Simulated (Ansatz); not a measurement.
**MgZrO3 (built on the sites of a database entry of BaZrO3): the cell at rest**

Task: relax MgZrO3 (built on the sites of a database entry of BaZrO3) tightly.

Main program and level: Ansatz 0.2.0; DFT PBEsol, scalar-relativistic, plane waves, norm-conserving pseudopotentials.

The structure was built from a prototype and need not be the compound's stable phase.

### 1. The structure

Symmetry: Pm-3m, No. 221, cubic system. Conventional cell: a = 3.588 Å, b = 3.588 Å, c = 3.588 Å, α = 90.00°, β = 90.00°, γ = 90.00°. Mg has 12 O at 2.54 Å nearest. Nearest to Zr lie 6 O at 1.79 Å. Nearest to O lie 2 Zr at 1.79 Å and 4 Mg at 2.54 Å. Farther neighbours and most contacts between anions are not listed.

As a file:

```cif
data_structure
_symmetry_space_group_name_H-M 'Pm-3m'
_symmetry_Int_Tables_number 221
_cell_length_a 3.5883
_cell_length_b 3.5883
_cell_length_c 3.5883
_cell_angle_alpha 90.000
_cell_angle_beta 90.000
_cell_angle_gamma 90.000
_cell_volume 46.20
loop_
_atom_site_label
_atom_site_type_symbol
_atom_site_symmetry_multiplicity
_atom_site_Wyckoff_symbol
_atom_site_fract_x
_atom_site_fract_y
_atom_site_fract_z
_atom_site_occupancy
Mg1 Mg 1 a 0.00000 0.00000 0.00000 1
Zr1 Zr 1 b 0.50000 0.50000 0.50000 1
O1 O 3 c 0.00000 0.50000 0.50000 1
```

### 2. Probe on a coarse mesh

First a cheap look: the gap decides the mesh and the occupations, the pressure tells how far the cell has to move.

File input.yaml:

```yaml
crystal:
  lattice:
    - [3.58829, 0.0, 0.0]
    - [0.0, 3.58829, 0.0]
    - [0.0, 0.0, 3.58829]
  atoms:
    - { symbol: Mg, position: [0.0, 0.0, 0.0] }
    - { symbol: Zr, position: [0.5, 0.5, 0.5] }
    - { symbol: O, position: [0.0, 0.5, 0.5] }
    - { symbol: O, position: [0.5, 0.0, 0.5] }
    - { symbol: O, position: [0.5, 0.5, 0.0] }
kpoints:
  mp_grid: { grid: [6, 6, 6] }
hamiltonian:
  xc: pbesol
  pseudopotentials: { kind: nc }
scf:
  occupations: { method: gaussian, width: 0.1 }
output:
  forces: true
  stress: true
  eigenvalues: true
```

The run is started by

```sh
> ansatz run input.yaml --threads 4 --pin off --max-ram 7168MiB --backend cpu --events-out ev --progress --plain --runs-dir out
```

Numbers of over 12 decimals in the logs are rounded to 6 here.

Log:

```text
Engine: ansatz 0.2.0, aarch64-unknown-linux-gnu
Pseudopotentials: kind: nc
Pseudopotential: Mg, nc, valence charge 10, recommended cutoff 1142.878222 eV (normal), Mg.nc.azcp (PseudoDojo's, or run here from an input of PseudoDojo's: the run reads no file of this project's for it)
[...]
--- Band table (eV; the first three rows and the last of 20) ---
  k-point 0: bands = [... 16 lower, 10.7964, 14.0330, 14.0330, 14.0330, 14.7892, 17.1803, 17.1803, 17.1803]
  k-point 1: bands = [... 16 lower, 10.5741, 12.3851, 14.0334, 14.0334, 15.5841, 17.2665, 18.2035, 18.2035]
  k-point 2: bands = [... 16 lower, 10.3554, 10.3554, 14.0396, 14.0396, 17.2161, 17.4503, 20.1646, 20.1646]
  k-point 19: bands = [... 16 lower, 9.7216, 12.5454, 12.5454, 12.5454, 15.8014, 23.5998, 23.5998, 23.5998]
[key lines of the parts left out:]
SCF converged after 8 iterations
Free energy (F): -4335.773818 eV
Fermi energy:    14.446475 eV
P = ⅓ Tr σ = 138.0967 GPa (1380.967 kbar)
```

The job ended after 1.1 s (4 threads of Arm Neoverse V2, shared host; peak memory 0.41 GiB; 4.2 s of CPU time).

A gap read on the k-mesh alone can miss the band edges.

Numbers from this step:

```
pressure           : 138.1 GPa
volume per atom    : 9.240 Å³
gap on the k-mesh  : 0.7335 eV
direct gap on mesh : 0.7562 eV
```

The coarse mesh shows a gap of 0.73 eV and a pressure of 138.1 GPa.

### 3. Rough relaxation

The start is far from rest, so a relaxation with loose tolerances brings it close first.

Edit input.yaml of step 2 so:

```diff
@@ -22 +22,6 @@
   eigenvalues: true
+relax:
+  adjacent_minimum: "off"
+  f_tol: 0.05
+  max_steps: 80
+  cell: { stress_tol: 0.5 }
```

Log:

```text
[...]
Crystal: 5 atoms, lattice volume = 46.202 Å³
Basis set: ecut = 1142.878222 eV, 3959 PW (Γ), exchange–correlation on 80×80×80 points (8 copies of the dense FFT grid, shifted against one another)
Bands: 25, of which v1, the nominal top of the filled ones, is band 20 counted from 1 (19 counted from 0)
Symmetry: 48 space group operations
[...]
k-points: 20 of 216
[...]
F+E_penalty+E_count = -4342.42922145 eV   max|allowed force component| = 1.369e-29 eV/Å   (the final SCF, on the basis selected at the relaxed cell)
  cell:  # Å, volume = 67.4547 Å³
    - [4.070715, 0, 0]
    - [0, 4.070715, 0]
    - [0, 0, 4.070715]
  atoms:
    - { symbol: Mg, position: [0, 0, 0] }
    - { symbol: Zr, position: [0.5, 0.5, 0.5] }
    - { symbol: O, position: [0, 0.5, 0.5] }
    - { symbol: O, position: [0.5, 0, 0.5] }
    - { symbol: O, position: [0.5, 0.5, 0] }
[key lines of the parts left out:]
SCF converged after 4 iterations
Free energy (F): -4342.429221 eV
Fermi energy:    7.727766 eV
P = ⅓ Tr σ = 0.0623 GPa (0.623 kbar)
```

Wall time 12 s (4 threads); peak memory 0.52 GiB; 47 s of CPU time.

Step by step:

```csv
step,energy less that of the first step (eV),largest force component (eV/Å),pressure (GPa),volume (Å³)
1,0.0000,0.0000,138.10,46.20
2,-4.3087,0.0000,63.86,53.29
3,-6.1996,0.0000,16.87,61.23
4,-6.4058,0.0000,2.81,64.68
5,-6.4124,0.0000,-0.10,65.49
6*,-6.6230,0.0000,5.35,65.49
7,-6.6532,0.0000,1.16,67.02
8,-6.6547,0.0000,0.05,67.45
9*,-6.6554,0.0000,0.06,67.45
```

Relaxation steps marked * repeat the geometry before them on a plane-wave basis chosen anew for their cell, so energy and pressure can jump there.

Forces are held to the 48 operations that the run works with; a distortion that breaks them can't arise in this run.

```csv
cell as run,before,after,change
a (Å),3.588,4.071,+13.4 %
b (Å),3.588,4.071,+13.4 %
c (Å),3.588,4.071,+13.4 %
volume (Å³/atom),9.24,13.49,+46.0 %
```

The relaxed structure:

```xyz
5
Lattice="4.0707 0.0000 0.0000 0.0000 4.0707 0.0000 0.0000 0.0000 4.0707" Properties=species:S:1:pos:R:3 pbc="T T T"
Mg    0.0000    0.0000    0.0000
Zr    2.0354    2.0354    2.0354
O     0.0000    2.0354    2.0354
O     2.0354    0.0000    2.0354
O     2.0354    2.0354    0.0000
```

This step gave:

| Quantity | Value |
| --- | --- |
| pressure | 0.06232 GPa |
| volume per atom | 13.49 Å³ |
| gap on the k-mesh | 0.7826 eV |
| direct gap on mesh | 1.082 eV |

In this step the volume went from 9.24 to 13.49 Å³/atom.

### 4. Relaxation

The cell and atoms are relaxed, since residual forces and stress would shift the frequencies.

File input.yaml:

```yaml
crystal:
  lattice:
    - [4.0707152588, 0.0, 0.0]
    - [0.0, 4.0707152588, 0.0]
    - [0.0, 0.0, 4.0707152588]
  atoms:
    - { symbol: Mg, position: [0.0, 0.0, 0.0] }
    - { symbol: Zr, position: [0.5, 0.5, 0.5] }
    - { symbol: O, position: [0.0, 0.5, 0.5] }
    - { symbol: O, position: [0.5, 0.0, 0.5] }
    - { symbol: O, position: [0.5, 0.5, 0.0] }
kpoints:
  mp_grid: { grid: [6, 6, 6] }
hamiltonian:
  xc: pbesol
  pseudopotentials: { kind: nc }
scf:
  occupations: { method: gaussian, width: 0.02 }
output:
  forces: true
  stress: true
  eigenvalues: true
  write_density: true
  write_potential: true
  elf: true
  volumetric_format: npy
relax:
  adjacent_minimum: "off"
  f_tol: 0.005
  max_steps: 80
  cell: { stress_tol: 0.05 }
```

Log:

```text
[...]
Crystal: 5 atoms, lattice volume = 67.455 Å³
Basis set: ecut = 1142.878222 eV, 5887 PW (Γ), exchange–correlation on 90×90×90 points (8 copies of the dense FFT grid, shifted against one another)
Bands: 25, of which v1, the nominal top of the filled ones, is band 20 counted from 1 (19 counted from 0)
Symmetry: 48 space group operations
[...]
k-points: 20 of 216
[...]
SCF iter   1: F=—  HF=-4343.685159 eV  |F-HF|=—  |Δ(HF+E_count)|=         —  Δρ=6.73e-2  dr2=3.37e0  ethr=3.10e-3  ⟨swp⟩=6.5  Hψ=2353  notcnv=0
[...]
SCF iter   8: F=-4342.429221 eV  HF=-4342.429221 eV  |F-HF|=3.51e-9  |Δ(HF+E_count)|=   4.36e-7  Δρ=5.05e-6  dr2=1.55e-8  ethr=2.50e-10  ⟨swp⟩=16.7  Hψ=4326  notcnv=0
SCF 1 converged in 8 iterations: F = -4342.429221 eV  dr2 = 1.55e-8
relax step   1: F+E_penalty+E_count = -4342.42922145 eV  Δ(F+E_penalty+E_count) = +0.000e0 eV  max|allowed force component| = 5.732e-29 eV/Å  Δτ_max = 0.0000 Å  P = +0.062 GPa  Ω = 67.455 Å³  (8 SCF iters, dr2 threshold 1.00e-7 eV, accepted)
Crystal: 5 atoms, lattice volume = 67.485 Å³
[...]
SCF iter   4: F=-4342.429219 eV  HF=-4342.429219 eV  |F-HF|=1.24e-9  |Δ(HF+E_count)|=   2.31e-8  Δρ=2.95e-6  dr2=4.11e-9  ethr=2.42e-11  ⟨swp⟩=7.2  Hψ=3533  notcnv=0
SCF 2 converged in 4 iterations: F = -4342.429219 eV  dr2 = 4.11e-9
relax step   2: F+E_penalty+E_count = -4342.42921883 eV  Δ(F+E_penalty+E_count) = +2.622e-6 eV  max|allowed force component| = 1.446e-29 eV/Å  Δτ_max = 0.0000 Å  P = -0.013 GPa  Ω = 67.485 Å³  energy of the carried Pulay correction = -7.251e-6 eV  (4 SCF iters, dr2 threshold 9.69e-9 eV, accepted)
[...]
SCF iter   1: F=—  HF=-4342.429566 eV  |F-HF|=—  |Δ(HF+E_count)|=         —  Δρ=5.96e-6  dr2=6.75e-9  ethr=3.79e-7  ⟨swp⟩=4.0  Hψ=4038  notcnv=0
eigensolver tolerance schedule: the retry pair's looser diagonalisation over-reported the residual by 22485.32 of it (diagonalisation noise at an unbounded share of the residual, at the tolerance the schedule requests for it); recorded, not acted on — ethr = c·dr2/N_el stays at c = 1.0e-1
[...]
SCF iter   2: F=—  HF=-4342.429231 eV  |F-HF|=—  |Δ(HF+E_count)|=   3.35e-4  Δρ=2.54e-6  dr2=1.90e-9  ethr=1.69e-11  ⟨swp⟩=4.0  Hψ=1492  notcnv=0
[...]
SCF iter   4: F=-4342.429231 eV  HF=-4342.429231 eV  |F-HF|=1.36e-11  |Δ(HF+E_count)|=  3.36e-10  Δρ=6.20e-7  dr2=4.50e-11  ethr=1.00e-12  ⟨swp⟩=6.8  Hψ=3088  notcnv=0
SCF 3 converged in 4 iterations: F = -4342.429231 eV  dr2 = 4.50e-11
relax step   3: F+E_penalty+E_count = -4342.42923106 eV  Δ(F+E_penalty+E_count) = -1.223e-5 eV  max|allowed force component| = 2.309e-29 eV/Å  Δτ_max = 0.0000 Å  P = -0.013 GPa  Ω = 67.485 Å³  stress off target by 1.28e-2 GPa  SCF on the basis re-selected at this cell (its energy is not comparable with the rows above)  (4 SCF iters)
[...]
SCF converged after 4 iterations
Free energy (F): -4342.429231 eV
[...]
Internal energy: -4342.429231 eV  (E = F + TS)
E sigma→0 (E₀):  -4342.429231 eV
Fermi energy:    7.709404 eV
[...]
--- Stress (GPa, compression-positive) ---
       -0.012769       0.000000       0.000000
        0.000000      -0.012769      -0.000000
        0.000000      -0.000000      -0.012769
  P = ⅓ Tr σ = -0.0128 GPa (-0.128 kbar)
--- Band table (eV; the first three rows and the last of 20) ---
  k-point 0: bands = [... 16 lower, 6.2868, 7.0186, 7.0186, 7.0186, 8.0998, 11.1252, 11.1252, 11.1252, ... 1 higher]
  k-point 1: bands = [... 16 lower, 6.0699, 6.1712, 6.9752, 6.9752, 8.8115, 11.1676, 11.7189, 11.7189, ... 1 higher]
  k-point 2: bands = [... 16 lower, 5.7537, 5.9539, 6.9462, 6.9462, 10.1195, 11.2556, 12.8384, 12.8384, ... 1 higher]
  k-point 19: bands = [... 16 lower, 3.7935, 7.3185, 7.3185, 7.3185, 9.6025, 15.0384, 15.0384, 15.0384, ... 1 higher]
--- Relaxed structure (2 steps of the walk, 2 accepted, 1 SCFs on fresh bases) ---
[...]
cell:  # Å, volume = 67.4849 Å³
    - [4.071323, 0, 0]
    - [0, 4.071323, 0.0]
    - [0, 0.0, 4.071323]
  atoms:
    - { symbol: Mg, position: [0, 0, 0] }
    - { symbol: Zr, position: [0.5, 0.5, 0.5] }
    - { symbol: O, position: [0, 0.5, 0.5] }
    - { symbol: O, position: [0.5, 0, 0.5] }
    - { symbol: O, position: [0.5, 0.5, 0] }
```

It took 5.3 s on 4 threads; peak memory 0.53 GiB.

Little changed from the start: no atom moved by 0.005 Å and no cell edge by 0.1 %.

This step gave:

```
pressure           : -0.01277 GPa
gap on the k-mesh  : 0.7813 eV
volume per atom    : 13.50 Å³
direct gap on mesh : 1.081 eV
```

Valence density in the ac plane at fractional y = 0.500, with atoms of Zr and O within 0.2 Å of it. It is the smooth field of the valence electrons, not physical close to the nuclei.

Values in e/Å³, 14 rows by 14 columns, each cell a mean:
```
0.0 0.0 0.1 0.2 0.6 1.9 5.0 5.7 3.9 1.4 0.3 0.1 0.1 0.0
0.1 0.1 0.1 0.1 0.4 1.0 2.4 3.0 1.8 0.8 0.3 0.1 0.1 0.1
0.1 0.1 0.1 0.1 0.2 0.4 0.8 0.9 0.7 0.4 0.2 0.1 0.1 0.1
0.4 0.3 0.2 0.2 0.2 0.4 0.8 1.0 0.7 0.4 0.2 0.2 0.3 0.3
1.8 1.3 0.6 0.3 0.5 1.3 2.7 3.1 2.2 1.1 0.4 0.4 0.8 1.4
4.8 3.3 1.2 0.6 1.1 2.8 3.7 3.4 3.7 2.2 0.7 0.7 1.8 3.9
4.9 5.3 1.7 0.8 1.6 3.7 2.2 0.8 3.4 3.1 1.0 0.9 3.0 5.7
5.5 4.4 1.5 0.7 1.3 3.3 3.2 2.2 3.7 2.7 0.8 0.8 2.4 5.0
2.3 1.6 0.7 0.4 0.7 1.7 3.3 3.7 2.8 1.3 0.4 0.4 1.0 1.9
0.7 0.6 0.3 0.2 0.3 0.7 1.3 1.6 1.1 0.5 0.2 0.2 0.4 0.6
0.2 0.2 0.1 0.1 0.2 0.4 0.7 0.8 0.6 0.3 0.2 0.1 0.1 0.2
0.1 0.1 0.1 0.1 0.3 0.7 1.5 1.7 1.2 0.6 0.2 0.1 0.1 0.1
0.0 0.0 0.1 0.2 0.6 1.6 4.4 5.3 3.3 1.3 0.3 0.1 0.1 0.0
0.0 0.0 0.1 0.2 0.7 2.3 5.5 4.9 4.8 1.8 0.4 0.1 0.1 0.0
```
Columns run along a (4.1 Å), rows up along c (4.1 Å). Atoms in or near the plane, at fractional coordinates: Zr at (0.50, 0.50), O at (0.00, 0.50), O at (0.50, 0.00).

Electrostatic potential energy in the ac plane at fractional y = 0.500, with atoms of Zr and O within 0.2 Å of it. With pseudopotentials it is smooth inside the atoms' cores, unlike the true potential.

Ten even steps from '0' (-123 eV) to '9' (13 eV), each cell a mean:
```
99999854799999
99999987899999
99999999999999
99999988899999
89998754679999
67998510268987
35897300048974
46997400158985
89998743579998
99999877889999
99999999999999
99999998999999
99999965799999
99999843689999
```
Columns run along a (4.1 Å; values clipped at the 3rd and 97th percentile), rows up along c (4.1 Å). Atoms in or near the plane, at fractional coordinates: Zr at (0.50, 0.50), O at (0.00, 0.50), O at (0.50, 0.00).

ELF in the ac plane at fractional y = 0.500, with atoms of Zr and O within 0.2 Å of it. It is the smooth field of the valence electrons, not physical close to the nuclei.

Values, 14 rows by 14 columns, each cell a mean:
```
0.04 0.04 0.13 0.37 0.72 0.82 0.69 0.54 0.78 0.81 0.60 0.29 0.07 0.04
0.08 0.07 0.08 0.22 0.58 0.77 0.84 0.84 0.83 0.74 0.44 0.17 0.06 0.07
0.35 0.26 0.12 0.09 0.21 0.35 0.46 0.48 0.42 0.32 0.14 0.08 0.17 0.29
0.65 0.58 0.31 0.11 0.08 0.17 0.32 0.36 0.27 0.14 0.07 0.14 0.44 0.60
0.81 0.80 0.61 0.23 0.24 0.60 0.81 0.83 0.77 0.51 0.14 0.32 0.74 0.81
0.68 0.81 0.73 0.30 0.45 0.81 0.70 0.56 0.80 0.77 0.27 0.42 0.83 0.78
0.17 0.68 0.77 0.34 0.57 0.85 0.27 0.00 0.56 0.83 0.36 0.48 0.84 0.54
0.46 0.76 0.76 0.33 0.52 0.84 0.50 0.27 0.70 0.81 0.32 0.46 0.84 0.69
0.82 0.82 0.65 0.25 0.30 0.69 0.84 0.85 0.81 0.60 0.17 0.35 0.77 0.82
0.74 0.70 0.45 0.15 0.11 0.30 0.52 0.57 0.45 0.24 0.08 0.21 0.58 0.72
0.43 0.34 0.15 0.08 0.15 0.25 0.33 0.34 0.30 0.23 0.11 0.09 0.22 0.37
0.16 0.11 0.08 0.15 0.45 0.65 0.76 0.77 0.73 0.61 0.31 0.12 0.08 0.13
0.04 0.04 0.11 0.34 0.70 0.82 0.76 0.68 0.81 0.80 0.58 0.26 0.07 0.04
0.03 0.04 0.16 0.43 0.74 0.82 0.46 0.17 0.68 0.81 0.65 0.35 0.08 0.04
```
Columns run along a (4.1 Å), rows up along c (4.1 Å). Atoms in or near the plane, at fractional coordinates: Zr at (0.50, 0.50), O at (0.00, 0.50), O at (0.50, 0.00).

In this step the volume went from 13.49 to 13.50 Å³/atom.

### 5. Relaxing to small forces for the phonons

Phonons need a cell at rest on their own settings, so the relaxation is repeated with tight tolerances on forces and stress, using the mesh and the filling of the phonon run that follows.

File input.yaml:

```yaml
crystal:
  lattice:
    - [4.0713234467, 0.0, 0.0]
    - [0.0, 4.0713234467, 0.0]
    - [0.0, 0.0, 4.0713234467]
  atoms:
    - { symbol: Mg, position: [0.0, 0.0, 0.0] }
    - { symbol: Zr, position: [0.5, 0.5, 0.5] }
    - { symbol: O, position: [0.0, 0.5, 0.5] }
    - { symbol: O, position: [0.5, 0.0, 0.5] }
    - { symbol: O, position: [0.5, 0.5, 0.0] }
kpoints:
  mp_grid: { grid: [8, 8, 8] }
hamiltonian:
  xc: pbesol
  pseudopotentials: { kind: nc }
scf:
  occupations: { method: fixed }
output:
  forces: true
  stress: true
  eigenvalues: true
relax:
  adjacent_minimum: "off"
  f_tol: 0.001
  max_steps: 60
  cell: { stress_tol: 0.01 }
```

Log:

```text
[...]
Crystal: 5 atoms, lattice volume = 67.485 Å³
Basis set: ecut = 1142.878222 eV, 5887 PW (Γ), exchange–correlation on 90×90×90 points (8 copies of the dense FFT grid, shifted against one another)
Bands: 25, of which v1, the nominal top of the filled ones, is band 20 counted from 1 (19 counted from 0)
Symmetry: 48 space group operations
[...]
k-points: 35 of 512
[...]
--- Relaxed structure (2 steps of the walk, 2 accepted, 1 SCFs on fresh bases) ---
[...]
cell:  # Å, volume = 67.4787 Å³
    - [4.071198, 0, 0.0]
    - [0, 4.071198, 0.0]
    - [0.0, 0.0, 4.071198]
  atoms:
    - { symbol: Mg, position: [0, 0, 0] }
    - { symbol: Zr, position: [0.5, 0.5, 0.5] }
    - { symbol: O, position: [0, 0.5, 0.5] }
    - { symbol: O, position: [0.5, 0, 0.5] }
    - { symbol: O, position: [0.5, 0.5, 0] }
[key lines of the parts left out:]
SCF converged after 7 iterations
Free energy (F): -4342.429876 eV
Fermi energy:    7.318983 eV
P = ⅓ Tr σ = 0.0028 GPa (0.028 kbar)
```

Run time: 8.6 s. Hardware: 4 threads; peak memory 0.58 GiB; 34 s of CPU time.

Little changed from the start: no atom moved by 0.005 Å and no cell edge by 0.1 %.

This step gave:

```
pressure           : 0.002750 GPa
gap on the k-mesh  : 0.7822 eV
direct gap on mesh : 1.082 eV
```

The forces vanish by symmetry and the pressure is 0.003 GPa, within the tolerances set. The cell now holds 13.50 Å³/atom.

### 6. Summary of results

| Quantity | Value |
| --- | --- |
| space group after relaxation (within 0.01 Å) | Pm-3m |
| lattice constant a | 4.071 Å |
| lattice constant b | 4.071 Å |
| lattice constant c | 4.071 Å |
| volume per atom | 13.5 Å³ |
| gap on the k-mesh | 0.782 eV |

The forces vanish by symmetry and the pressure is 0.003 GPa, within the tolerances set. The cell now holds 13.50 Å³/atom. The relaxation keeps the symmetry of its start, so it says nothing on stability against lower symmetry. The starting cell was built on a prototype and not taken from a measurement, so the phase need not exist.

[Logs are printed without paths, hosts, clocks, repeated set-up lines and the standing remarks that a program may print on its own settings, such as how far it seeks lower states.]

[Hosts, paths, dates, database ids (printed as entryN), source tags and the programs' standing remarks are cut or masked in the printed files.]
